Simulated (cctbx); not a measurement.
**La3NiRhS7 with cctbx, script by script**

Library: cctbx 2025.11. The data are simulated by the first script.

## 1. Simulate the data

run.py:

```python
from cctbx import adptbx, crystal, miller, sgtbx, xray
from cctbx.array_family import flex
from iotbx.shelx import hklf
from scitbx import matrix
import scitbx.random

cs = crystal.symmetry(unit_cell=(9.88, 9.88, 6.172, 90, 90, 120), space_group_symbol='Hall: P 6c')  # P6_3
atoms = [  # label, site, U (iso, or U11 U22 U33 U12 U13 U23 in A^2), occupancy
    ("La1", (0.2235, 0.8527, 0.6991), (0.0102, 0.0090, 0.0110, 0.0035, -0.0011, -0.0004), 1),
    ("Rh1", (2/3, 1/3, 0.6275), (0.0086, 0.0086, 0.0076, 0.0043, 0.0000, 0.0000), 1),
    ("Ni1", (0, 0, 0.5078), (0.0095, 0.0095, 0.0105, 0.0048, 0.0000, 0.0000), 1),
    ("S1", (2/3, 1/3, 0.0008), (0.0176, 0.0176, 0.0141, 0.0088, 0.0000, 0.0000), 1),
    ("S2", (0.0782, 0.5692, 0.9604), (0.0180, 0.0163, 0.0127, 0.0097, -0.0025, -0.0022), 1),
    ("S3", (0.239, 0.1427, 0.7662), (0.0169, 0.0146, 0.0195, 0.0053, 0.0018, 0.0037), 1),
]
xs = xray.structure(crystal_symmetry=cs)
for label, site, u, occ in atoms:
    u = adptbx.u_cif_as_u_star(cs.unit_cell(), u) if isinstance(u, tuple) else u
    xs.add_scatterer(xray.scatterer(label, site=site, u=u, occupancy=occ))
xs.set_inelastic_form_factors(0.71073, "sasaki")
xs.show_summary()
p1 = xs.expand_to_p1()
ms = miller.build_set(p1, anomalous_flag=True, d_min=0.77)
flex.set_random_seed(435834)
scitbx.random.set_random_seed(435834)
ms = ms.select(flex.random_double(ms.size()) < 0.9)
i = ms.structure_factors_from_scatterers(p1, algorithm="direct").f_calc().as_intensity_array().data()
i = i / flex.sqrt(1 + 0.3 * i / flex.max(i))  # extinction
i = i * 70000 / flex.max(i)
sig = flex.sqrt(i + flex.pow2(0.02 * i) + 2 ** 2)
noise = scitbx.random.variate(scitbx.random.normal_distribution())(i.size())
data = ms.array(data=i + sig * noise, sigmas=sig).set_observation_type_xray_intensity()
with open("data.hkl", "w") as f:
    data.export_as_shelx_hklf(f)
print("reflections written:", data.size(), " <I/sigma> = %.1f" % flex.mean(data.data() / data.sigmas()))
for h, a, b in list(data.sort("data"))[:12]:
    print("%4d%4d%4d %9.1f %7.1f" % (h + (a, b)))
```

```console
$ python run.py
```

```text
Number of scatterers: 6
At special positions: 3
Unit cell: (9.88, 9.88, 6.172, 90, 90, 120)
Space group: P 63 (No. 173)
reflections written: 4278  <I/sigma> = 31.5
   4  -2   0   70770.5  1424.8
  -2  -2   0   70300.4  1424.8
   2   2   0   70168.6  1424.8
  -2   4   0   69519.7  1424.8
  -4   2   0   69482.1  1424.8
   2  -4   0   67021.0  1424.8
   0   0  -2   44838.3   903.6
   0   0   2   44457.9   894.7
   0   0  -4   43446.6   856.5
   0   0   4   42205.3   878.3
   0  -2  -1   38670.2   773.8
  -2   2   1   38667.4   764.8
```

Run time: 0.49 s on 1 thread of Arm Neoverse N1 (shared host), peak memory 0.07 GiB.

## 2. Refinement (refined in the given hand)

run.py:

```python
import math
from cctbx import adptbx, crystal, maptbx, sgtbx, xray
from cctbx.array_family import flex
from cctbx.xray import observations
from iotbx.shelx import hklf
from scitbx.lstbx import normal_eqns_solving
from smtbx import absolute_structure, utils
from smtbx.refinement import constraints, least_squares

cs = crystal.symmetry(unit_cell=(9.88, 9.88, 6.172, 90, 90, 120), space_group_symbol='Hall: P 6c')  # P6_3
atoms = [  # label, site, U (iso, or U11 U22 U33 U12 U13 U23 in A^2), occupancy
    ("La1", (0.2247, 0.8537, 0.7039), 0.0200, 1),
    ("Rh1", (2/3, 1/3, 0.6263), 0.0200, 1),
    ("Ni1", (0, 0, 0.5069), 0.0200, 1),
    ("S1", (2/3, 1/3, 0.0006), 0.0200, 1),
    ("S2", (0.08, 0.5661, 0.9649), 0.0200, 1),
    ("S3", (0.2382, 0.1449, 0.7694), 0.0200, 1),
]
xs = xray.structure(crystal_symmetry=cs)
for label, site, u, occ in atoms:
    u = adptbx.u_cif_as_u_star(cs.unit_cell(), u) if isinstance(u, tuple) else u
    xs.add_scatterer(xray.scatterer(label, site=site, u=u, occupancy=occ))
xs.set_inelastic_form_factors(0.71073, "sasaki")
xs.convert_to_anisotropic()
raw = hklf.reader(file_name="data.hkl").as_miller_arrays(crystal_symmetry=cs, anomalous=True)[0]
merged = raw.eliminate_sys_absent().merge_equivalents()
fo2 = merged.array().set_observation_type_xray_intensity()
print("Rint %.3f, %d unique reflections to %.2f A" % (merged.r_int(), fo2.size(), fo2.d_min()))
for sc in xs.scatterers():
    sc.flags.set_grad_site(True)
    sc.flags.set_grad_u_aniso(sc.flags.use_u_aniso())
    sc.flags.set_grad_u_iso(sc.flags.use_u_iso())
obs = fo2.as_xray_observations()
extra = {}
rep = constraints.reparametrisation(xs, [], utils.connectivity_table(xs), **extra)
ls = least_squares.crystallographic_ls(obs, rep, weighting_scheme=least_squares.mainstream_shelx_weighting(a=0, b=0))
print("cycle     R1     wR2    GooF  max shift (A)")
for cycle in range(8):
    ls.build_up()
    r1, wr2, goof = ls.r1_factor(cutoff_factor=2)[0], ls.wR2(), ls.goof()
    old = xs.sites_cart()
    normal_eqns_solving.levenberg_marquardt_iterations(ls, n_max_iterations=3, tau=1e-06, step_threshold=1e-7)
    big = flex.max((xs.sites_cart() - old).norms())
    print("%4d %7.4f %7.4f %7.3f %9.5f" % (cycle + 1, r1, wr2, goof, big))
    ls.build_up(objective_only=True)
    if abs(ls.wR2() - wr2) < 5e-5 and big < 5e-4:
        break
ls.build_up()
print("final R1 %.4f wR2 %.4f GooF %.3f  parameters %d  data/parameter %.1f" % (ls.r1_factor(cutoff_factor=2)[0], ls.wR2(), ls.goof(), ls.n_parameters, fo2.size() / ls.n_parameters))
cov = ls.covariance_matrix_and_annotations()
su = dict(zip(cov.annotations, (math.sqrt(max(v, 0)) for v in cov.matrix.matrix_packed_u_diagonal())))
a2 = cs.unit_cell().reciprocal_parameters()[0] ** -2
print("atom        x        y        z      Ueq    occ   su(xyz)  su(Uiso or U11)")
for sc in xs.scatterers():
    s = max(su.get(sc.label + k, 0) for k in (".x", ".y", ".z"))
    npd = "" if sc.is_positive_definite_u(cs.unit_cell()) else "  NPD"
    print("%-5s %8.5f %8.5f %8.5f %8.4f %6.3f %8.5f %7.4f%s" % ((sc.label,) + sc.site + (sc.u_iso_or_equiv(cs.unit_cell()), sc.occupancy, s, su.get(sc.label + ".uiso", su.get(sc.label + ".u11", 0) * a2), npd)))
fc = fo2.structure_factors_from_scatterers(xs, algorithm="direct").f_calc()
absolute_structure.flack_analysis(xs, fo2.as_xray_observations()).show()
h = absolute_structure.hooft_analysis(fo2, fc, scale_factor=ls.scale_factor())
print("Hooft y: %.3f(%.0f)  Bijvoet pairs: %d" % (h.hooft_y, 1000 * h.sigma_y, h.n_bijvoet_pairs))
fo = fo2.f_sq_as_f()
fc = fo.structure_factors_from_scatterers(xs, algorithm="direct").f_calc()
diff = fo.f_obs_minus_f_calc(1 / math.sqrt(ls.scale_factor()), fc).average_bijvoet_mates()
m = diff.fft_map(symmetry_flags=maptbx.use_space_group_symmetry, resolution_factor=0.25).apply_volume_scaling()
print("difference map: max %.2f min %.2f rms %.2f" % (m.statistics().max(), m.statistics().min(), m.statistics().sigma()))
peaks = m.peak_search(parameters=maptbx.peak_search_parameters(min_distance_sym_equiv=0.6, max_clusters=6)).all()
near = xs.closest_distances(peaks.sites(), distance_cutoff=4)
sps = cs.special_position_settings(min_distance_sym_equiv=0.5)
for k, (x, h) in enumerate(zip(peaks.sites(), peaks.heights())):
    ss = sps.site_symmetry(x)
    print("Q%-3d %7.4f %7.4f %7.4f %4d %7.2f  %.2f A from %s" % ((k + 1,) + tuple(t % 1 for t in ss.exact_site()) + (ss.multiplicity(), h, near.smallest_distances[k], xs.scatterers()[near.i_seqs[k]].label)))
```

```console
$ python run.py
```

```text
Rint 0.017, 797 unique reflections to 0.77 A
cycle     R1     wR2    GooF  max shift (A)
   1  0.0930  0.2198  16.394   0.04388
   2  0.0073  0.0179   1.333   0.00002
final R1 0.0073 wR2 0.0179 GooF 1.333  parameters 36  data/parameter 22.1
atom        x        y        z      Ueq    occ   su(xyz)  su(Uiso or U11)
La1    0.22350  0.85270  0.70119   0.0103  1.000  0.00002  0.0001
Rh1    0.66667  0.33333  0.62961   0.0078  1.000  0.00004  0.0001
Ni1    0.00000  0.00000  0.51001   0.0094  1.000  0.00007  0.0001
S1     0.66667  0.33333  0.00280   0.0159  1.000  0.00017  0.0003
S2     0.07826  0.56914  0.96252   0.0145  1.000  0.00009  0.0003
S3     0.23897  0.14264  0.76824   0.0178  1.000  0.00010  0.0002
Flack x: 0.024(8)
Hooft y: 0.000(8)  Bijvoet pairs: 362
difference map: max 0.30 min -0.81 rms 0.12
Q1    0.0567  0.6800  0.2041    6    0.31  1.82 A from La1
Q2    0.2144  0.5306  0.6269    6    0.26  1.45 A from La1
Q3    0.1612  0.5359  0.1644    6    0.24  1.55 A from Rh1
Q4    0.0182  0.1522  0.7578    6    0.24  1.40 A from S3
Q5    0.1858  0.6882  0.9169    6    0.23  1.16 A from S2
Q6    0.0382  0.7266  0.9471    6    0.21  1.79 A from S2
```

Time: 0.74 s.

## 3. Refinement

run.py, as its changes from the last script of this kind:

```diff
@@ -12,6 +12,6 @@
-    ("La1", (0.2247, 0.8537, 0.7039), 0.0200, 1),
-    ("Rh1", (2/3, 1/3, 0.6263), 0.0200, 1),
-    ("Ni1", (0, 0, 0.5069), 0.0200, 1),
-    ("S1", (2/3, 1/3, 0.0006), 0.0200, 1),
-    ("S2", (0.08, 0.5661, 0.9649), 0.0200, 1),
-    ("S3", (0.2382, 0.1449, 0.7694), 0.0200, 1),
+    ("La1", (0.7765, 0.1473, 0.29881), 0.0103, 1),
+    ("Rh1", (1/3, 2/3, 0.37039), 0.0078, 1),
+    ("Ni1", (0, 0, 0.48999), 0.0094, 1),
+    ("S1", (1/3, 2/3, 0.9972), 0.0159, 1),
+    ("S2", (0.92174, 0.43086, 0.03748), 0.0145, 1),
+    ("S3", (0.76103, 0.85736, 0.23176), 0.0178, 1),
```

```console
$ python run.py
```

```text
Rint 0.017, 797 unique reflections to 0.77 A
cycle     R1     wR2    GooF  max shift (A)
   1  0.0297  0.0836   6.232   0.00317
   2  0.0249  0.0672   5.011   0.00002
final R1 0.0249 wR2 0.0672 GooF 5.011  parameters 36  data/parameter 22.1
atom        x        y        z      Ueq    occ   su(xyz)  su(Uiso or U11)
La1    0.77650  0.14728  0.29882   0.0104  1.000  0.00009  0.0002
Rh1    0.33333  0.66667  0.37033   0.0080  1.000  0.00013  0.0003
Ni1    0.00000  0.00000  0.49003   0.0096  1.000  0.00026  0.0004
S1     0.33333  0.66667  0.99754   0.0158  1.000  0.00063  0.0010
S2     0.92152  0.43099  0.03763   0.0152  1.000  0.00035  0.0010
S3     0.76095  0.85741  0.23150   0.0178  1.000  0.00039  0.0009
Flack x: 0.964(9)
Hooft y: 1.006(8)  Bijvoet pairs: 362
difference map: max 0.32 min -0.82 rms 0.12
Q1    0.0617  0.6859  0.2889    6    0.32  1.85 A from La1
Q2    0.1603  0.5273  0.2982    6    0.29  1.63 A from Rh1
Q3    0.1829  0.6892  0.5785    6    0.28  1.15 A from S2
Q4    0.0218  0.1536  0.7425    6    0.27  1.43 A from S3
Q5    0.2188  0.5340  0.8765    6    0.25  1.44 A from S1
Q6    0.0443  0.1687  0.2349    6    0.25  0.63 A from S3
```

Time: 0.75 s.

This run holds a fault made on purpose: the structure inverted.

## 4. Simulate the data

run.py, as its changes from the last script of this kind:

```diff
@@ -20 +20 @@
-xs.set_inelastic_form_factors(0.71073, "sasaki")
+xs.set_inelastic_form_factors(1.54184, "sasaki")
@@ -23,3 +23,3 @@
-ms = miller.build_set(p1, anomalous_flag=True, d_min=0.77)
-flex.set_random_seed(435834)
-scitbx.random.set_random_seed(435834)
+ms = miller.build_set(p1, anomalous_flag=True, d_min=0.83)
+flex.set_random_seed(51579)
+scitbx.random.set_random_seed(51579)
@@ -28,3 +28,3 @@
-i = i / flex.sqrt(1 + 0.3 * i / flex.max(i))  # extinction
-i = i * 70000 / flex.max(i)
-sig = flex.sqrt(i + flex.pow2(0.02 * i) + 2 ** 2)
+i = i / flex.sqrt(1 + 0.1 * i / flex.max(i))  # extinction
+i = i * 40000 / flex.max(i)
+sig = flex.sqrt(i + flex.pow2(0.015 * i) + 15 ** 2)
```

```console
$ python run.py
```

```text
Number of scatterers: 6
At special positions: 3
Unit cell: (9.88, 9.88, 6.172, 90, 90, 120)
Space group: P 63 (No. 173)
reflections written: 3416  <I/sigma> = 30.6
  -4   2   0   41322.0   632.6
  -2   4   0   41131.0   632.6
   2  -4   0   40174.1   632.6
  -2  -2   0   39727.6   632.6
   4  -2   0   39483.9   632.6
   2   2   0   38099.5   632.6
   0   0  -2   27023.4   439.3
   0   0   4   24974.7   415.6
   0   0   2   24605.9   395.2
   0   2  -1   22059.1   355.7
   0   0  -4   22035.7   353.6
  -2   2  -1   21983.5   355.7
```

Time: 0.49 s.

## 5. Refinement (refined in the given hand)

run.py, as its changes from the last script of this kind:

```diff
@@ -12,6 +12,6 @@
-    ("La1", (0.7765, 0.1473, 0.29881), 0.0103, 1),
-    ("Rh1", (1/3, 2/3, 0.37039), 0.0078, 1),
-    ("Ni1", (0, 0, 0.48999), 0.0094, 1),
-    ("S1", (1/3, 2/3, 0.9972), 0.0159, 1),
-    ("S2", (0.92174, 0.43086, 0.03748), 0.0145, 1),
-    ("S3", (0.76103, 0.85736, 0.23176), 0.0178, 1),
+    ("La1", (0.2221, 0.8529, 0.6977), 0.0200, 1),
+    ("Rh1", (2/3, 1/3, 0.6267), 0.0200, 1),
+    ("Ni1", (0, 0, 0.505), 0.0200, 1),
+    ("S1", (2/3, 1/3, 0.0017), 0.0200, 1),
+    ("S2", (0.0793, 0.568, 0.9613), 0.0200, 1),
+    ("S3", (0.2391, 0.1434, 0.7701), 0.0200, 1),
@@ -23 +23 @@
-xs.set_inelastic_form_factors(0.71073, "sasaki")
+xs.set_inelastic_form_factors(1.54184, "sasaki")
```

```console
$ python run.py
```

```text
Rint 0.018, 639 unique reflections to 0.83 A
cycle     R1     wR2    GooF  max shift (A)
   1  0.0756  0.1648  12.518   0.03090
   2  0.0060  0.0129   0.981   0.00015
final R1 0.0060 wR2 0.0129 GooF 0.981  parameters 36  data/parameter 17.8
atom        x        y        z      Ueq    occ   su(xyz)  su(Uiso or U11)
La1    0.22349  0.85270  0.69808   0.0105  1.000  0.00002  0.0001
Rh1    0.66667  0.33333  0.62645   0.0081  1.000  0.00003  0.0001
Ni1    0.00000  0.00000  0.50686   0.0096  1.000  0.00009  0.0002
S1     0.66667  0.33333 -0.00010   0.0163  1.000  0.00016  0.0003
S2     0.07832  0.56933  0.95950   0.0150  1.000  0.00009  0.0003
S3     0.23902  0.14275  0.76519   0.0179  1.000  0.00010  0.0003
Flack x: 0.006(3)
Hooft y: 0.004(3)  Bijvoet pairs: 288
difference map: max 0.22 min -0.22 rms 0.06
Q1    0.0064  0.1815  0.7846    6    0.24  1.29 A from S3
Q2    0.1728  0.5348  0.0800    6    0.20  1.36 A from S2
Q3    0.1727  0.6558  0.8642    6    0.17  1.07 A from S2
Q4    0.0208  0.1250  0.8000    6    0.16  1.51 A from S3
Q5    0.1382  0.6943  0.1729    6    0.15  1.70 A from S2
Q6    0.0397  0.1422  0.0445    6    0.15  1.28 A from Ni1
```

Time: 0.75 s.

## 6. Simulate the data

run.py, as its changes from the last script of this kind:

```diff
@@ -20 +20 @@
-xs.set_inelastic_form_factors(1.54184, "sasaki")
+xs.set_inelastic_form_factors(0.71073, "sasaki")
@@ -23,3 +23,3 @@
-ms = miller.build_set(p1, anomalous_flag=True, d_min=0.83)
-flex.set_random_seed(51579)
-scitbx.random.set_random_seed(51579)
+ms = miller.build_set(p1, anomalous_flag=True, d_min=0.6)
+flex.set_random_seed(446757)
+scitbx.random.set_random_seed(446757)
@@ -27,0 +28,4 @@
+law = matrix.sqr((-1, 0, 0, 0, -1, 0, 0, 0, -1))
+mate = flex.miller_index([tuple(matrix.row(h) * law) for h in ms.indices()])
+i2 = ms.customized_copy(indices=mate).structure_factors_from_scatterers(p1, algorithm="direct").f_calc().as_intensity_array().data()
+i = (1 - 0.8) * i + 0.8 * i2
@@ -29,2 +33,2 @@
-i = i * 40000 / flex.max(i)
-sig = flex.sqrt(i + flex.pow2(0.015 * i) + 15 ** 2)
+i = i * 70000 / flex.max(i)
+sig = flex.sqrt(i + flex.pow2(0.03 * i) + 15 ** 2)
```

```console
$ python run.py
```

```text
Number of scatterers: 6
At special positions: 3
Unit cell: (9.88, 9.88, 6.172, 90, 90, 120)
Space group: P 63 (No. 173)
reflections written: 9101  <I/sigma> = 20.2
   2   2   0   72071.6  2116.7
  -4   2   0   71992.7  2116.7
  -2  -2   0   71956.2  2116.7
   4  -2   0   71275.3  2116.7
  -2   4   0   70494.2  2116.7
   2  -4   0   70107.4  2116.7
   0   0   2   45047.6  1293.4
   0   0  -2   41216.5  1285.2
   0   0  -4   40454.0  1250.8
   2   0  -1   38279.8  1088.0
   0   0   4   38057.8  1230.8
   0  -2  -1   37993.2  1088.0
```

Run time: 0.61 s on 1 thread of Arm Neoverse N1 (shared host), peak memory 0.07 GiB.

[Logs are printed without paths, hosts, clocks, repeated set-up lines and the standing remarks that a program may print on its own settings, such as how far it seeks lower states.]
